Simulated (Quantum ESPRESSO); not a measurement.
**Collinear magnetic orders of Mn2Ga2S5 with Quantum ESPRESSO**

Wanted: the moments of Mn2Ga2S5 and the energy of each order that was tried.

Method: PBEsol with U = 4 eV on Mn d (ortho-atomic projectors); plane waves with GBRV 1.5 PBEsol potentials, no spin-orbit coupling, in Quantum ESPRESSO 7.5.

## 1. Set-up

Symmetry: P-3m1, No. 164, trigonal system. The conventional cell has a = 3.728 Å, b = 3.728 Å, c = 15.333 Å, α = 90.00°, β = 90.00°, γ = 120.00°. Nearest to Mn lie 6 S at 2.52 to 2.63 Å. Nearest to Ga lie 4 S at 2.23 to 2.38 Å. Nearest to S lie 6 Mn at 2.63 Å. Nearest to S lie 1 Ga at 2.23 Å and 3 Mn at 2.52 Å. Nearest to S lie 3 Ga at 2.38 Å. Farther neighbours and most contacts between anions are not listed.

The cell comes from Materials Project 2023-11-01, a database of computed structures, and need not be the stable phase.

## 2. Start 1: ferro ++

The signs are those of the starting moments on the seeded atoms, the atoms that are given a moment.

Contents of pw.in:

```
&CONTROL
  calculation = 'scf'
  prefix = 'pwscf'
  outdir = './tmp'
  pseudo_dir = './pseudo'
  disk_io = 'nowf'
/
&SYSTEM
  ibrav = 0
  celldm(1) = 8
  nat = 9
  ntyp = 3
  ecutwfc = 40
  ecutrho = 280
  nbnd = 67
  occupations = 'smearing'
  smearing = 'fd'
  degauss = 0.00367493
  nspin = 2
  starting_magnetization(1) = 0.3
  starting_magnetization(2) = 0
  starting_magnetization(3) = 0
/
&ELECTRONS
  conv_thr = 1.8d-08
  electron_maxstep = 150
  mixing_beta = 0.3
/
ATOMIC_SPECIES
Mn     54.9380 mn_pbesol_v1.5.uspp.F.UPF
Ga     69.7230 ga_pbesol_v1.4.uspp.F.UPF
S      32.0600 s_pbesol_v1.4.uspp.F.UPF
CELL_PARAMETERS alat
   0.8806016239197    0.0000000000000    0.0000000000000
  -0.4403008119717    0.7626233769333    0.0000000000000
   0.0000000000000    0.0000000000000    3.6220040480000
ATOMIC_POSITIONS crystal
Mn      0.3333333300    0.6666666700    0.4018990000
Mn      0.6666666700    0.3333333300    0.5981010000
Ga      0.3333333300    0.6666666700    0.8286040000
Ga      0.6666666700    0.3333333300    0.1713960000
S       0.0000000000    0.0000000000    0.5000000000
S       0.3333333300    0.6666666700    0.6831100000
S       0.6666666700    0.3333333300    0.3168900000
S       0.3333333300    0.6666666700    0.1058920000
S       0.6666666700    0.3333333300    0.8941080000
K_POINTS automatic
6 6 2 0 0 0
HUBBARD {ortho-atomic}
U Mn-3d 4.0000
```

Run with:

```
$ OMP_NUM_THREADS=1 mpirun -n 4 pw.x -nk 4 -in pw.in > pw.out
```

The program printed:

```text
Program PWSCF v.7.5 starts

     Message from routine setup:
     using ibrav=0 with symmetry is DISCOURAGED, use correct ibrav instead

     K-points division:     npool     =       4
     Subspace diagonalization in iterative solution of the eigenvalue problem:

     G-vector sticks info
     --------------------
     sticks:   dense  smooth     PW     G-vecs:    dense   smooth      PW
     Sum         955     547    163                98717    42543    6993

     Using Slab Decomposition

     bravais-lattice index     =            0
     lattice parameter (alat)  =       8.0000  a.u.
     unit-cell volume          =    1245.3989 (a.u.)^3
     number of atoms/cell      =            9
     number of atomic types    =            3
     number of electrons       =        98.00
     number of Kohn-Sham states=           67
     kinetic-energy cutoff     =      40.0000  Ry
     charge density cutoff     =     280.0000  Ry
     scf convergence threshold =      1.8E-08
     mixing beta               =       0.3000
     number of iterations used =            8  plain     mixing
     Exchange-correlation= SLA  PW   PSX  PSC
                           (   1   4  10   8   0   0   0)
     Hubbard projectors: ortho-atomic
     Hubbard parameters of DFT+U (Dudarev formulation) in eV:
     U(Mn-3d) =  4.0000

     Internal variables: lda_plus_u =T, lda_plus_u_kind = 0

     Internal variables: orbital_resolved =F, hub_pot_fix =F, apply_U = F

     celldm(1)=   8.000000  celldm(2)=   0.000000  celldm(3)=   0.000000
     celldm(4)=   0.000000  celldm(5)=   0.000000  celldm(6)=   0.000000

     crystal axes: (cart. coord. in units of alat)
               a(1) = (   0.880602   0.000000   0.000000 )
               a(2) = (  -0.440301   0.762623   0.000000 )
               a(3) = (   0.000000   0.000000   3.622004 )

     reciprocal axes: (cart. coord. in units 2 pi/alat)
               b(1) = (  1.135587  0.655632 -0.000000 )
               b(2) = (  0.000000  1.311263  0.000000 )
               b(3) = (  0.000000 -0.000000  0.276090 )

     PseudoPot. # 1 for Mn read from file:
     mn_pbesol_v1.5.uspp.F.UPF
     Pseudo is Ultrasoft + core correction, Zval = 15.0
     Generated by new atomic code, or converted to UPF format
     Using radial grid of  859 points,  6 beta functions with:
                l(1) =   0
                l(2) =   0
                l(3) =   1
                l(4) =   1
                l(5) =   2
                l(6) =   2
     Q(r) pseudized with  8 coefficients,  rinner =    0.950   0.950   0.950
                                                       0.950   0.950

     PseudoPot. # 2 for Ga read from file:
     ga_pbesol_v1.4.uspp.F.UPF
     Pseudo is Ultrasoft + core correction, Zval = 19.0
     Generated by new atomic code, or converted to UPF format
     Using radial grid of  871 points,  6 beta functions with:
                l(1) =   0
                l(2) =   0
                l(3) =   1
                l(4) =   1
                l(5) =   2
                l(6) =   2
     Q(r) pseudized with  8 coefficients,  rinner =    1.250   1.250   1.250
                                                       1.250   1.250

     PseudoPot. # 3 for S  read from file:
     s_pbesol_v1.4.uspp.F.UPF
     Pseudo is Ultrasoft + core correction, Zval =  6.0
     Generated by new atomic code, or converted to UPF format
     Using radial grid of  907 points,  6 beta functions with:
                l(1) =   0
                l(2) =   0
                l(3) =   1
                l(4) =   1
                l(5) =   2
                l(6) =   2
     Q(r) pseudized with  8 coefficients,  rinner =    1.300   1.300   1.300
                                                       1.300   1.300

     atomic species   valence    mass     pseudopotential
     Mn               15.00    54.93800     Mn( 1.00)
     Ga               19.00    69.72300     Ga( 1.00)
     S                 6.00    32.06000     S ( 1.00)

     Starting magnetic structure
     atomic species   magnetization
     Mn              0.300
     Ga              0.000
     S               0.000

     12 Sym. Ops., with inversion, found

   Cartesian axes

     site n.     atom                  positions (alat units)
         1        Mn     tau(   1) = (  -0.0000000   0.5084156   1.4556798  )
         2        Mn     tau(   2) = (   0.4403008   0.2542078   2.1663242  )
         3        Ga     tau(   3) = (  -0.0000000   0.5084156   3.0012070  )
         4        Ga     tau(   4) = (   0.4403008   0.2542078   0.6207970  )
         5        S      tau(   5) = (   0.0000000   0.0000000   1.8110020  )
         6        S      tau(   6) = (  -0.0000000   0.5084156   2.4742272  )
         7        S      tau(   7) = (   0.4403008   0.2542078   1.1477769  )
         8        S      tau(   8) = (  -0.0000000   0.5084156   0.3835413  )
         9        S      tau(   9) = (   0.4403008   0.2542078   3.2384628  )

     number of k points=    14  Fermi-Dirac smearing, width (Ry)=  0.0037
                       cart. coord. in units 2pi/alat
        k(    1) = (   0.0000000   0.0000000   0.0000000), wk =   0.0138889
        k(    2) = (   0.0000000   0.0000000  -0.1380451), wk =   0.0138889
        k(    3) = (   0.0000000   0.2185439   0.0000000), wk =   0.0833333
        k(    4) = (   0.0000000   0.2185439  -0.1380451), wk =   0.0833333
        k(    5) = (   0.0000000   0.4370877   0.0000000), wk =   0.0833333
        [... 9 further k-points ...]

     Dense  grid:    98717 G-vectors     FFT dimensions: (  40,  40, 160)

     Smooth grid:    42543 G-vectors     FFT dimensions: (  30,  30, 120)

     Check: negative core charge=   -0.000018
     Generating pointlists ...
     new r_m :   0.2452 (alat units)  1.9615 (a.u.) for type    1
     new r_m :   0.2174 (alat units)  1.7390 (a.u.) for type    2
     new r_m :   0.2174 (alat units)  1.7390 (a.u.) for type    3

     Initial potential from superposition of free atoms

     starting charge      94.9997, renormalised to      98.0000

     STARTING HUBBARD OCCUPATIONS:

     =================== HUBBARD OCCUPATIONS ===================
     ------------------------ ATOM    1 ------------------------
     Tr[ns(  1)] (up, down, total) =   5.00000  0.00000  5.00000
     Atomic magnetic moment for atom   1 =   5.00000
     [... lines left out ...]
     ------------------------ ATOM    2 ------------------------
     Tr[ns(  2)] (up, down, total) =   5.00000  0.00000  5.00000
     Atomic magnetic moment for atom   2 =   5.00000
     [... lines left out ...]
     Number of occupied Hubbard levels =   10.0000

     Atomic wfc used for Hubbard projectors are orthogonalized

     Starting wfcs are   70 randomized atomic wfcs

     Self-consistent Calculation

     iteration #  1     ecut=    40.00 Ry     beta= 0.30
     Davidson diagonalization with overlap
     ethr =  1.00E-02,  avg # of iterations =  7.4

     =================== HUBBARD OCCUPATIONS ===================
     ------------------------ ATOM    1 ------------------------
     Tr[ns(  1)] (up, down, total) =   1.81038  0.13329  1.94367
     Atomic magnetic moment for atom   1 =   1.67709
     [... lines left out ...]
     ------------------------ ATOM    2 ------------------------
     Tr[ns(  2)] (up, down, total) =   1.81038  0.13329  1.94367
     Atomic magnetic moment for atom   2 =   1.67709
     [... lines left out ...]
     Number of occupied Hubbard levels =    3.8873

     total energy              =   -1341.62496973 Ry
     estimated scf accuracy    <      69.90384099 Ry

     total magnetization       =     2.82 Bohr mag/cell
     absolute magnetization    =     4.10 Bohr mag/cell

     iteration #  2     ecut=    40.00 Ry     beta= 0.30
     Davidson diagonalization with overlap
     ethr =  1.00E-02,  avg # of iterations =  9.5

     total energy              =   -1319.76312317 Ry
     estimated scf accuracy    <    1821.28404240 Ry

     total magnetization       =     1.39 Bohr mag/cell
     absolute magnetization    =     1.45 Bohr mag/cell

     iteration #  3     ecut=    40.00 Ry     beta= 0.30
     Davidson diagonalization with overlap
     ethr =  1.00E-02,  avg # of iterations =  6.6

     total energy              =   -1366.12549216 Ry
     estimated scf accuracy    <     124.66827183 Ry

     total magnetization       =     0.63 Bohr mag/cell
     absolute magnetization    =     0.85 Bohr mag/cell

     [... further iterations left out ...]

     iteration # 13     ecut=    40.00 Ry     beta= 0.30
     Davidson diagonalization with overlap
     ethr =  9.47E-09,  avg # of iterations =  4.2

     total energy              =   -1372.45922973 Ry
     estimated scf accuracy    <       0.00000307 Ry

     total magnetization       =     9.98 Bohr mag/cell
     absolute magnetization    =    10.00 Bohr mag/cell

     iteration # 14     ecut=    40.00 Ry     beta= 0.30
     Davidson diagonalization with overlap
     ethr =  3.14E-09,  avg # of iterations =  1.9

     total energy              =   -1372.45923001 Ry
     estimated scf accuracy    <       0.00000111 Ry

     total magnetization       =     9.98 Bohr mag/cell
     absolute magnetization    =    10.00 Bohr mag/cell

     iteration # 15     ecut=    40.00 Ry     beta= 0.30
     Davidson diagonalization with overlap
     ethr =  1.13E-09,  avg # of iterations =  2.1

     total energy              =   -1372.45923025 Ry
     estimated scf accuracy    <       0.00000003 Ry

     total magnetization       =     9.98 Bohr mag/cell
     absolute magnetization    =    10.00 Bohr mag/cell

     iteration # 16     ecut=    40.00 Ry     beta= 0.30
     Davidson diagonalization with overlap
     ethr =  2.77E-11,  avg # of iterations =  4.5

     Magnetic moment per site  (integrated on atomic sphere of radius R)
     atom   1 (R=0.245)  charge= 13.0304  magn=  4.4000
     atom   2 (R=0.245)  charge= 13.0304  magn=  4.4000
     atom   3 (R=0.217)  charge= 16.5657  magn=  0.0125
     atom   4 (R=0.217)  charge= 16.5657  magn=  0.0125
     atom   5 (R=0.217)  charge=  3.6198  magn=  0.0684
     atom   6 (R=0.217)  charge=  3.6326  magn=  0.0392
     atom   7 (R=0.217)  charge=  3.6326  magn=  0.0392
     atom   8 (R=0.217)  charge=  3.5656  magn=  0.0164
     atom   9 (R=0.217)  charge=  3.5656  magn=  0.0164

     End of self-consistent calculation

     =================== HUBBARD OCCUPATIONS ===================
     ------------------------ ATOM    1 ------------------------
     Tr[ns(  1)] (up, down, total) =   4.95947  0.29255  5.25202
     Atomic magnetic moment for atom   1 =   4.66692
     [... lines left out ...]
     ------------------------ ATOM    2 ------------------------
     Tr[ns(  2)] (up, down, total) =   4.95947  0.29255  5.25202
     Atomic magnetic moment for atom   2 =   4.66692
     [... lines left out ...]
     Number of occupied Hubbard levels =   10.5040

     [... lines left out ...]
     the Fermi energy is     7.9301 ev

!    total energy              =   -1372.45923027 Ry
     estimated scf accuracy    <          8.1E-09 Ry
     smearing contrib. (-TS)   =      -0.00036043 Ry
     internal energy E=F+TS    =   -1372.45886984 Ry

     The total energy is F=E-TS. E is the sum of the following terms:
     one-electron contribution =   -1194.10092499 Ry
     hartree contribution      =     628.24266158 Ry
     xc contribution           =    -190.79682226 Ry
     ewald contribution        =    -615.89351642 Ry
     Hubbard energy            =       0.08973226 Ry

     total magnetization       =     9.98 Bohr mag/cell
     absolute magnetization    =    10.00 Bohr mag/cell

     convergence has been achieved in  16 iterations

=------------------------------------------------------------------------------=
   JOB DONE.
=------------------------------------------------------------------------------=
```

The job ended after 85 s (4 MPI ranks of Intel Xeon Platinum 8488C (Sapphire Rapids), shared host; peak memory 1 GiB; 5.7 min of CPU time).

Spin moment in the atom's sphere by atom:

| atom | spin moment in the atom's sphere (μB) |
| --- | --- |
| Mn1 | 4.40 |
| Mn2 | 4.40 |
| Ga3 | 0.01 |
| Ga4 | 0.01 |
| S5 | 0.07 |
| S6 | 0.04 |
| S7 | 0.04 |
| S8 | 0.02 |
| S9 | 0.02 |

Numbers from this step:

* smearing term TS: 0.004904 eV
* magnetization: 9.98 μB
* absolute magnetization: 9.996 μB
* final state: ferromagnetic

(Continued in part 2 of 3.)

[Logs and program files are shortened in this print: banners, set-up blocks, solver, clock and traceback lines can be left out without a mark of their own.]

[Logs are printed without paths, hosts, clocks, repeated set-up lines and the standing remarks that a program may print on its own settings, such as how far it seeks lower states.]

[Hosts, paths, dates, database ids (printed as entryN), source tags and the programs' standing remarks are cut or masked in the printed files.]

[Where a cell is said to come from a database of computed structures, the database is the Materials Project.]
